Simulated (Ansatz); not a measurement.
# Ba2SrTi3O9 (perovskite [001] superlattice) (P4mm): a band-gap study from PBEsol to G0W0 at the band limit

The study climbs from cheap functionals to G0W0 on Ba2SrTi3O9 (perovskite [001] superlattice) (P4mm) and then asks what each convergence step is worth.

Program: Ansatz 0.2.0. Level of theory: density functionals, hybrids, G0W0, plane waves, PAW. Results are calculated unless marked as measured.

Report form: the programs' logs are mostly left out.

The structure was built from a prototype and need not be the compound's stable phase.

**1. Starting point**

Symmetry: P4mm, No. 99, tetragonal system. The conventional cell has a = 3.952 Å, b = 3.952 Å, c = 11.954 Å, α = 90.00°, β = 90.00°, γ = 90.00°. Nearest to Sr lie 12 O at 2.76 to 2.83 Å. Nearest to O lie 2 Ti at 1.93 to 2.02 Å and 4 Sr at 2.79 Å. Ti has 6 O at 1.93 to 1.98 Å nearest. Nearest to O lie 2 Ti at 1.98 Å and 2 Sr at 2.76 Å and 2 Ba at 2.76 Å. Nearest to Ba lie 12 O at 2.76 to 2.83 Å. Nearest to O lie 2 Ti at 1.93 to 2.02 Å and 4 Ba at 2.79 Å. It derives from SrTiO3. Farther neighbours and most contacts between anions are not listed.

The start is a generated structure, not a measured one. Spin-orbit coupling is left out unless a step names it.

**2. Relaxing the structure**

A relaxation at this level of theory: leftover forces would pass straight into the levels.

This step: DFT, PBEsol, plane waves, PAW; PAW set soft_1.

The input, input.yaml:

```yaml
crystal:
  lattice:
    - [3.9525, 0.0, 0.0]
    - [0.0, 3.9525, 0.0]
    - [0.0, 0.0, 11.9542125237]
  atoms:
    - { symbol: Sr, position: [0.0, 0.0, 0.0846578316] }
    - { symbol: O, position: [0.5, 0.5, 0.0846578316] }
    - { symbol: Ti, position: [0.5, 0.5, 0.2460265053] }
    - { symbol: O, position: [0.5, 0.0, 0.2460265053] }
    - { symbol: O, position: [0.0, 0.5, 0.2460265053] }
    - { symbol: Ba, position: [0.0, 0.0, 0.4073951791] }
    - { symbol: O, position: [0.5, 0.5, 0.4073951791] }
    - { symbol: Ti, position: [0.5, 0.5, 0.5767108422] }
    - { symbol: O, position: [0.5, 0.0, 0.5767108422] }
    - { symbol: O, position: [0.0, 0.5, 0.5767108422] }
    - { symbol: Ba, position: [0.0, 0.0, 0.7460265053] }
    - { symbol: O, position: [0.5, 0.5, 0.7460265053] }
    - { symbol: Ti, position: [0.5, 0.5, 0.9153421684] }
    - { symbol: O, position: [0.5, 0.0, 0.9153421684] }
    - { symbol: O, position: [0.0, 0.5, 0.9153421684] }
kpoints:
  mp_grid: { grid: [6, 6, 2] }
hamiltonian:
  xc: pbesol
  pseudopotentials: { kind: paw, azcp: { folder: soft_1 }, xc_functional: pbe }
scf:
  occupations: { method: fermi_dirac, width: 0.02 }
relax:
  f_tol: 0.015
  max_steps: 100
  cell: {}
output:
  write_density: true
  write_potential: true
  elf: true
  volumetric_format: npy
```

Command:

```
> ansatz run input.yaml --threads 3 --pin off --max-ram 92160MiB --backend cuda --events-out ev --progress --plain --runs-dir out --devices 1 --max-vram 13GiB
```

Run time: 72 s. Hardware: 1 × NVIDIA H100 80GB HBM3 (shared by 6 runs) with 3 threads of AMD EPYC 7R13 (Zen 3), shared host; peak memory 1 GiB; 2 min of CPU time.

Step by step:

```csv
step,energy less that of the first step (eV),largest force component (eV/Å),pressure (GPa),volume (Å³)
1,0.0000,1.0258,-2.18,186.75
2,-0.0691,1.0488,0.16,184.07
3,-0.1339,0.4418,0.73,183.41
4,-0.1424,0.0523,0.07,184.07
5,-0.1423,0.0581,0.01,184.13
6,-0.1424,0.0363,-0.01,184.15
7,-0.1424,0.0153,0.00,184.14
8,-0.1425,0.0108,0.00,184.14
9,-0.1428,0.0736,0.05,184.11
10,-0.1436,0.1122,0.10,184.10
11,-0.1627,0.0814,0.02,184.99
12,1.6447,7.7626,9.42,187.57
13,-0.1605,0.1844,-0.31,185.50
14,-0.1639,0.0669,-0.08,185.21
15,-0.1649,0.0234,0.04,185.40
16,-0.1647,0.0062,0.00,185.48
17*,-0.1615,0.0062,-0.03,185.48
```

Relaxation steps marked * repeat the geometry before them on a plane-wave basis chosen anew for their cell, so energy and pressure can jump there. Relaxation steps 12, 13 were tried and not accepted.

Forces are held to the 8 operations that the run works with; a distortion that breaks them can't arise in this run.

```csv
"conventional cell, symmetrised",before,after,change
a (Å),3.952,3.935,-0.4 %
b (Å),3.952,3.935,-0.4 %
c (Å),11.954,11.979,+0.2 %
volume (Å³/atom),12.45,12.37,-0.7 %
```

The atoms that moved most (Å, as changes of fractional coordinates times the final cell):

```csv
atom,dx,dy,dz,length
Ti8,0.000,0.000,0.121,0.121
O4,0.000,0.000,-0.112,0.112
O5,0.000,0.000,-0.112,0.112
Ti13,0.000,0.000,0.107,0.107
O2,0.000,0.000,-0.096,0.096
Ba6,0.000,0.000,0.071,0.071
Ba11,0.000,0.000,0.064,0.064
O12,0.000,0.000,-0.046,0.046
```

Final coordinates:

```cif
data_structure
_symmetry_space_group_name_H-M 'P 1'
_symmetry_Int_Tables_number 1
_cell_length_a 3.9350
_cell_length_b 3.9350
_cell_length_c 11.9787
_cell_angle_alpha 90.000
_cell_angle_beta 90.000
_cell_angle_gamma 90.000
_cell_volume 185.48
loop_
_atom_site_label
_atom_site_type_symbol
_atom_site_fract_x
_atom_site_fract_y
_atom_site_fract_z
_atom_site_occupancy
Sr1 Sr 0.00000 0.00000 0.08428 1
O2 O 0.50000 0.50000 0.07665 1
Ti3 Ti 0.50000 0.50000 0.24850 1
O4 O 0.50000 0.00000 0.23664 1
O5 O 0.00000 0.50000 0.23664 1
Ba6 Ba 0.00000 0.00000 0.41334 1
O7 O 0.50000 0.50000 0.40475 1
Ti8 Ti 0.50000 0.50000 0.58682 1
O9 O 0.50000 0.00000 0.57658 1
O10 O 0.00000 0.50000 0.57658 1
Ba11 Ba 0.00000 0.00000 0.75136 1
O12 O 0.50000 0.50000 0.74218 1
Ti13 Ti 0.50000 0.50000 0.92425 1
O14 O 0.50000 0.00000 0.91592 1
O15 O 0.00000 0.50000 0.91592 1
```

**3. PBEsol bands**

The cheap functional maps the bands first; the places of the edges decide which points the dearer methods must see.

The input, input.yaml:

```yaml
crystal:
  lattice:
    - [3.9349802706, 0.0, 0.0]
    - [0.0, 3.9349802706, 0.0]
    - [0.0, 0.0, 11.9786531724]
  atoms:
    - { symbol: Sr, position: [0.0, 0.0, 0.084275811] }
    - { symbol: O, position: [0.5, 0.5, 0.076645523] }
    - { symbol: Ti, position: [0.5, 0.5, 0.2485044074] }
    - { symbol: O, position: [0.5, 0.0, 0.2366435965] }
    - { symbol: O, position: [0.0, 0.5, 0.2366435965] }
    - { symbol: Ba, position: [0.0, 0.0, 0.4133352158] }
    - { symbol: O, position: [0.5, 0.5, 0.40474618] }
    - { symbol: Ti, position: [0.5, 0.5, 0.586817754] }
    - { symbol: O, position: [0.5, 0.0, 0.5765820441] }
    - { symbol: O, position: [0.0, 0.5, 0.5765820441] }
    - { symbol: Ba, position: [0.0, 0.0, 0.751359634] }
    - { symbol: O, position: [0.5, 0.5, 0.7421782604] }
    - { symbol: Ti, position: [0.5, 0.5, 0.9242476745] }
    - { symbol: O, position: [0.5, 0.0, 0.9159179191] }
    - { symbol: O, position: [0.0, 0.5, 0.9159179191] }
kpoints:
  mp_grid: { grid: [6, 6, 2] }
  band_path:
    path:
      - [[0.0, 0.0, 0.0], [0.0, 0.5, 0.0], [0.5, 0.5, 0.0], [0.0, 0.0, 0.0], [0.0, 0.0, 0.5], [0.0, 0.5, 0.5], [0.5, 0.5, 0.5], [0.0, 0.0, 0.5]]
      - [[0.0, 0.5, 0.0], [0.0, 0.5, 0.5]]
      - [[0.5, 0.5, 0.0], [0.5, 0.5, 0.5]]
    npoints: 10
hamiltonian:
  xc: pbesol
  pseudopotentials: { kind: paw, azcp: { folder: soft_1 }, xc_functional: pbe }
scf:
  occupations: { method: fermi_dirac, width: 0.02 }
  n_extra_bands: 9
output:
  eigenvalues: true
  forces: true
  stress: true
  write_density: true
  write_potential: true
  elf: true
  volumetric_format: npy
```

The job ended after 18 s (1 × NVIDIA H100 80GB HBM3 (shared by 6 runs) with 3 threads; peak memory 1.1 GiB; 21 s of CPU time).

This step gave:

* pressure: -0.02621 GPa
* filled bands: 60
* gap: 1.851 eV
* valence top at: A
* conduction bottom at: Γ
* least direct gap: 2.236 eV

The gap is indirect, with the least direct gap 0.39 eV higher.

The electronic bands at the labelled points (eV, zero at the top of the highest nominally filled band):

```csv
point,band 57,band 58,band 59,band 60,band 61,band 62,band 63,band 64
Γ,-0.62,-0.44,-0.39,-0.39,1.85,1.94,1.98,2.14
halfway,-0.80,-0.73,-0.66,-0.62,2.20,2.88,2.89,2.91
X,-1.04,-0.89,-0.49,-0.34,2.27,3.33,3.48,3.70
halfway,-0.62,-0.56,-0.48,-0.34,2.95,3.68,3.76,3.77
M,-0.38,-0.07,-0.04,0.00,3.78,3.78,4.18,4.18
halfway,-0.80,-0.69,-0.64,-0.57,2.80,3.03,3.26,3.39
Γ,-0.62,-0.44,-0.39,-0.39,1.85,1.94,1.98,2.14
halfway,-0.56,-0.56,-0.41,-0.41,1.86,1.92,1.99,2.26
Z,-0.50,-0.50,-0.44,-0.44,1.88,1.89,2.00,2.57
halfway,-0.94,-0.80,-0.73,-0.67,2.59,2.62,2.90,2.92
R,-1.12,-1.02,-0.99,-0.21,2.65,2.68,3.71,3.73
halfway,-0.61,-0.59,-0.57,-0.17,3.19,3.21,3.84,3.85
A,-0.15,-0.06,-0.05,0.00,3.91,3.91,3.92,3.92
halfway,-0.79,-0.72,-0.63,-0.60,3.05,3.08,3.17,3.18
Z,-0.50,-0.50,-0.44,-0.44,1.88,1.89,2.00,2.57
jump to X,-1.04,-0.89,-0.49,-0.34,2.27,3.33,3.48,3.70
halfway,-1.10,-1.01,-0.69,-0.25,2.38,3.04,3.68,3.71
R,-1.12,-1.02,-0.99,-0.21,2.65,2.68,3.71,3.73
jump to M,-0.38,-0.07,-0.04,0.00,3.78,3.78,4.18,4.18
halfway,-0.23,-0.06,-0.04,0.00,3.82,3.82,4.05,4.05
A,-0.15,-0.06,-0.05,0.00,3.91,3.91,3.92,3.92
```

ELF in the ca plane at fractional y = 0.000, with atoms of Sr and O and Ba within 0.2 Å of it. It is the smooth field of the valence electrons, not physical close to the nuclei.

Values, 6 rows by 16 columns, each cell a mean:
```
0.71 0.62 0.66 0.08 0.09 0.69 0.46 0.70 0.31 0.06 0.40 0.66 0.50 0.61 0.08 0.08
0.22 0.48 0.24 0.54 0.48 0.27 0.66 0.47 0.34 0.60 0.26 0.54 0.63 0.27 0.56 0.47
0.22 0.03 0.42 0.68 0.72 0.29 0.05 0.13 0.72 0.62 0.59 0.06 0.06 0.49 0.65 0.74
0.17 0.06 0.34 0.74 0.73 0.23 0.16 0.14 0.66 0.72 0.51 0.12 0.15 0.40 0.73 0.74
0.37 0.69 0.34 0.35 0.30 0.40 0.79 0.65 0.24 0.39 0.23 0.71 0.77 0.34 0.36 0.29
0.75 0.42 0.72 0.07 0.09 0.74 0.25 0.60 0.38 0.03 0.48 0.53 0.31 0.69 0.06 0.08
```
Columns run along c (12.0 Å), rows up along a (3.9 Å). Atoms in or near the plane, at fractional coordinates: Sr at (0.08, 0.00), O at (0.24, 0.50), Ba at (0.41, 0.00), O at (0.58, 0.50), Ba at (0.75, 0.00), O at (0.92, 0.50).

Electrostatic potential energy in the ca plane at fractional y = 0.000, with atoms of Sr and O and Ba within 0.2 Å of it. With pseudopotentials it is smooth inside the atoms' cores, unlike the true potential.

Ten even steps from '0' (-59 eV) to '9' (15 eV), each cell a mean:
```
7200068999973102589999852013699999
8622589999986334689999974335899999
9877899999998767899999987778999999
9999999778999999998779999999998789
9999998435999999996447999999984358
9999997435899999995336999999974348
9999999657999999997558999999996569
9988999999999888999999998888999999
8755789999987546799999986556899999
8300279999974212589999863124799999
7100058999973001489999851002689999
```
Columns run along c (12.0 Å; values clipped at the 3rd and 97th percentile), rows up along a (3.9 Å). Atoms in or near the plane, at fractional coordinates: Sr at (0.08, 0.00), O at (0.24, 0.50), Ba at (0.41, 0.00), O at (0.58, 0.50), Ba at (0.75, 0.00), O at (0.92, 0.50).

**4. PBEsol+SOC**

The many-body steps leave out spin-orbit coupling, so its effect is taken from a two-component run, with twice the bands.

This step: DFT, PBEsol with spin-orbit coupling, plane waves, PAW; PAW set soft_1.

input.yaml, as its differences from that of step 3:

```diff
@@ -25,12 +25,18 @@
     path:
-      - [[0.0, 0.0, 0.0], [0.0, 0.5, 0.0], [0.5, 0.5, 0.0], [0.0, 0.0, 0.0], [0.0, 0.0, 0.5], [0.0, 0.5, 0.5], [0.5, 0.5, 0.5], [0.0, 0.0, 0.5]]
-      - [[0.0, 0.5, 0.0], [0.0, 0.5, 0.5]]
-      - [[0.5, 0.5, 0.0], [0.5, 0.5, 0.5]]
-    npoints: 10
+      - [0.0, 0.0, 0.0]
+      - [0.0, 0.5, 0.0]
+      - [0.5, 0.5, 0.0]
+      - [0.0, 0.0, 0.5]
+      - [0.0, 0.5, 0.5]
+      - [0.5, 0.5, 0.5]
+    npoints: 1
 hamiltonian:
   xc: pbesol
-  pseudopotentials: { kind: paw, azcp: { folder: soft_1 }, xc_functional: pbe }
+  pseudopotentials: { kind: paw_fr, azcp: { folder: soft_1 }, xc_functional: pbe }
 scf:
-  occupations: { method: fermi_dirac, width: 0.02 }
-  n_extra_bands: 9
+  occupations: { method: fixed }
+  n_extra_bands: 18
+magnetization:
+  noncollinear: true
+  spin_orbit: true
 output:
@@ -39,5 +45 @@
   stress: true
-  write_density: true
-  write_potential: true
-  elf: true
-  volumetric_format: npy
```

The job ended after 17 s (1 × NVIDIA H100 80GB HBM3 (shared by 6 runs) with 3 threads; peak memory 1.2 GiB; 24 s of CPU time).

Numbers from this step:

```yaml
pressure: -0.02571 GPa
gap: 1.850 eV
valence_top_at: A
conduction_bottom_at: Γ
least_direct_gap: 2.196 eV
```

The gap is that of PBEsol.

**5. HSE06**

The screened hybrid is the usual rung above semilocal functionals: a quarter of exact exchange, cut off beyond a few ångström.

This step: DFT, HSE06, plane waves, PAW; PAW set soft_1.

input.yaml, as its differences from that of step 4:

```diff
@@ -22,3 +22,3 @@
 kpoints:
-  mp_grid: { grid: [6, 6, 2] }
+  mp_grid: { grid: [4, 4, 2] }
   band_path:
@@ -33,13 +33,8 @@
 hamiltonian:
-  xc: pbesol
-  pseudopotentials: { kind: paw_fr, azcp: { folder: soft_1 }, xc_functional: pbe }
+  xc: hse06
+  pseudopotentials: { kind: paw, azcp: { folder: soft_1 } }
 scf:
   occupations: { method: fixed }
-  n_extra_bands: 18
-magnetization:
-  noncollinear: true
-  spin_orbit: true
+  n_extra_bands: 9
 output:
   eigenvalues: true
-  forces: true
-  stress: true
```

It took 60 s on 1 × NVIDIA H100 80GB HBM3 (shared by 6 runs) with 3 threads; peak memory 1.7 GiB.

Numbers from this step:

```yaml
gap: 3.337 eV
valence_top_at: A
conduction_bottom_at: Γ
least_direct_gap: 3.718 eV
```

The gap stands +1.49 eV against PBEsol.

**6. G0W0, 6×6×2 mesh, 157 empty bands, screening to 52 eV, PAW set soft_1 files**

G0W0 replaces the xc potential by the self-energy, built once from these orbitals. Only a window of levels is corrected, while the sums run over the empty bands that the input names. This step takes PAW set soft_1 files.

This step: G0W0 on PBEsol, plane waves, PAW; PAW set soft_1.

input.yaml, as its differences from that of step 5:

```diff
@@ -22,19 +22,13 @@
 kpoints:
-  mp_grid: { grid: [4, 4, 2] }
-  band_path:
-    path:
-      - [0.0, 0.0, 0.0]
-      - [0.0, 0.5, 0.0]
-      - [0.5, 0.5, 0.0]
-      - [0.0, 0.0, 0.5]
-      - [0.0, 0.5, 0.5]
-      - [0.5, 0.5, 0.5]
-    npoints: 1
+  mp_grid: { grid: [6, 6, 2] }
 hamiltonian:
-  xc: hse06
-  pseudopotentials: { kind: paw, azcp: { folder: soft_1 } }
+  xc: pbesol
+  pseudopotentials: { kind: paw, azcp: { folder: soft_1 }, xc_functional: pbe }
 scf:
   occupations: { method: fixed }
-  n_extra_bands: 9
-output:
-  eigenvalues: true
+gw:
+  n_empty_bands: 157
+  ecut_chi: 52
+  qp_bands: [v4, c4]
+  qp_kpoints: band_edges
+  screening: { model: contour_deformation }
```

The job ended after 51 s (1 × NVIDIA H100 80GB HBM3 (shared by 6 runs) with 3 threads; peak memory 1.6 GiB).

This step gave:

- bands summed: 217
- RPA ε∞ on this mesh (eigenvalues): 5.762, 6.274, 6.274
- plane waves in the screening matrix: 163
- G0W0 gap on the mesh: 3.706 eV
- k of the valence top: -0.5, -0.5, -0.5
- k of the conduction bottom: 0, 0, 0
- starting gap on the mesh: 1.851 eV
- least direct G0W0 gap on the computed points: 4.017 eV

The gap on the mesh goes from 1.85 eV to 3.71 eV, a correction of +1.86 eV. Between the two edge states, bare exchange in place of the xc potential would open the gap by 12.77 eV, and correlation takes back 10.91 eV.

**7. G0W0, 6×6×2 mesh, 624 empty bands, screening to 130 eV, PAW set soft_1 files**

Bands and screening cutoff are moved together, since each hides the error of the other.

input.yaml, as its differences from that of step 6:

```diff
@@ -29,4 +29,4 @@
 gw:
-  n_empty_bands: 157
-  ecut_chi: 52
+  n_empty_bands: 624
+  ecut_chi: 130.0
   qp_bands: [v4, c4]
```

Elapsed: 3.9 min, on 1 × NVIDIA H100 80GB HBM3 (shared by 6 runs) with 3 threads; peak memory 3.6 GiB; 6.8 min of CPU time.

This step gave:

```yaml
bands_summed: 684
rpa_eps_infinity_on_this_mesh_eigenvalues: 5.671, 6.180, 6.180
plane_waves_in_the_screening_matrix: 627
q_points_in_the_mesh: 72
g0w0_gap_on_the_mesh: 3.495 eV
k_of_the_valence_top: -0.5, -0.5, -0.5
k_of_the_conduction_bottom: 0, 0, 0
starting_gap_on_the_mesh: 1.851 eV
z_at_the_valence_top: 0.7213
z_at_the_conduction_bottom: 0.7433
least_direct_g0w0_gap_on_the_computed_points: 3.849 eV
```

Against the run with 6×6×2 mesh, 157 empty bands, screening to 52 eV, PAW set soft_1 files, the gap moves by −0.21 eV.

Limits: finite bands, cutoff and mesh; no spin-orbit coupling. v1 is the top filled band, c1 the lowest empty one. Levels before and after the correction, in eV, zero at the valence-band top of each column:

```csv
,conduction bottom,valence top
Kohn-Sham,1.85,0.00
G0W0,3.50,0.00
```

```csv
,level,occupation,energy (eV)
Kohn-Sham,Γ v3,2,-0.440
Kohn-Sham,Γ v2-v1,2,-0.386
Kohn-Sham,Γ c1,0,1.851
Kohn-Sham,Γ c2,0,1.939
Kohn-Sham,Γ c3,0,1.982
Kohn-Sham,(-0.5 -0.5 -0.5) v3,2,-0.057
Kohn-Sham,(-0.5 -0.5 -0.5) v2,2,-0.048
Kohn-Sham,(-0.5 -0.5 -0.5) v1,2,0.000
Kohn-Sham,(-0.5 -0.5 -0.5) c1-c2,0,3.908
Kohn-Sham,(-0.5 -0.5 -0.5) c3,0,3.918
G0W0,Γ v3,2,-0.419
G0W0,Γ v2-v1,2,-0.353
G0W0,Γ c1,0,3.495
G0W0,Γ c2,0,3.611
G0W0,Γ c3,0,3.662
G0W0,(-0.5 -0.5 -0.5) v3,2,-0.066
G0W0,(-0.5 -0.5 -0.5) v2,2,-0.037
G0W0,(-0.5 -0.5 -0.5) v1,2,0.000
G0W0,(-0.5 -0.5 -0.5) c1-c2,0,5.583
G0W0,(-0.5 -0.5 -0.5) c3,0,5.605
```

The parts of the quasiparticle energy at the two band edges (eV; QP = start + Σx + Σc − Vxc):

```csv
run,edge,start,Σx,Σc,Vxc,Z,QP
217 bands,valence top,10.28,-25.89,5.09,-20.80,0.73,10.28
217 bands,conduction bottom,12.13,-12.60,-5.82,-20.28,0.75,13.98
684 bands,valence top,10.28,-25.89,4.72,-20.80,0.72,9.91
684 bands,conduction bottom,12.13,-12.60,-6.40,-20.28,0.74,13.41
```

**8. The ladder**

Times are wall times on 1 × NVIDIA H100 80GB HBM3 (shared by 6 runs) with 3 threads of AMD EPYC 7R13 (Zen 3), shared host, good to a factor of about two. G0W0 rows are gaps on the mesh, lowered by the amount that the mesh misses the start's edges, a rough step that assumes the same correction there.

```csv
level,gap (eV),least direct gap (eV),time
PBEsol,1.85,2.24,18 s
PBEsol+SOC,1.85,2.20,17 s
HSE06,3.34,3.72,60 s
G0W0@PBEsol (157 empty bands),3.71,-,51 s
G0W0@PBEsol (624 empty bands),3.50,-,3.9 min
```

**9. Adding up the best estimate**

```csv
term,eV,running total (eV)
"G0W0 on the mesh, top rung",3.495,3.495
"to the limit, by a line in one over the bands through the two top rungs",−0.098,3.397
"spin-orbit change, from PBEsol",−0.001,3.397
```

**10. Summary of results**

* PBEsol gap: 1.85 eV, indirect
* HSE06: 3.34 eV
* G0W0, top rung on the mesh: 3.50 eV
* best estimate, G0W0@PBEsol with spin-orbit change: 3.40 eV
* GW settings of the top rung: 6×6×2 mesh, 624 empty bands, screening to 130 eV, PAW set soft_1 files
* known limits: one-shot GW, static lattice; one k mesh, untested

What this shows: The best estimate for G0W0@PBEsol is 3.40 eV, indirect by PBEsol+SOC, against 1.85 eV at the start (both with spin-orbit coupling). The limit rests on the two highest rungs, unchecked by another pair. Among the functionals HSE06 comes nearest: −0.06 eV from the estimate. All runs took 7.6 min, 63 % of it in G0W0.

[Paths, hosts, dates, memory and timing lines, banners, echoed tables and standing remarks are left out of the program output.]

[Logs are printed without paths, hosts, clocks, repeated set-up lines and the standing remarks that a program may print on its own settings, such as how far it seeks lower states.]

[Runs of the session that timed out or met a known fault of the program may be left out.]

[Cells called generated may have been cut or substituted from an entry of the Crystallography Open Database or the Materials Project.]

[Hosts, paths, dates, database ids (printed as entryN), source tags and the programs' standing remarks are cut or masked in the printed files.]
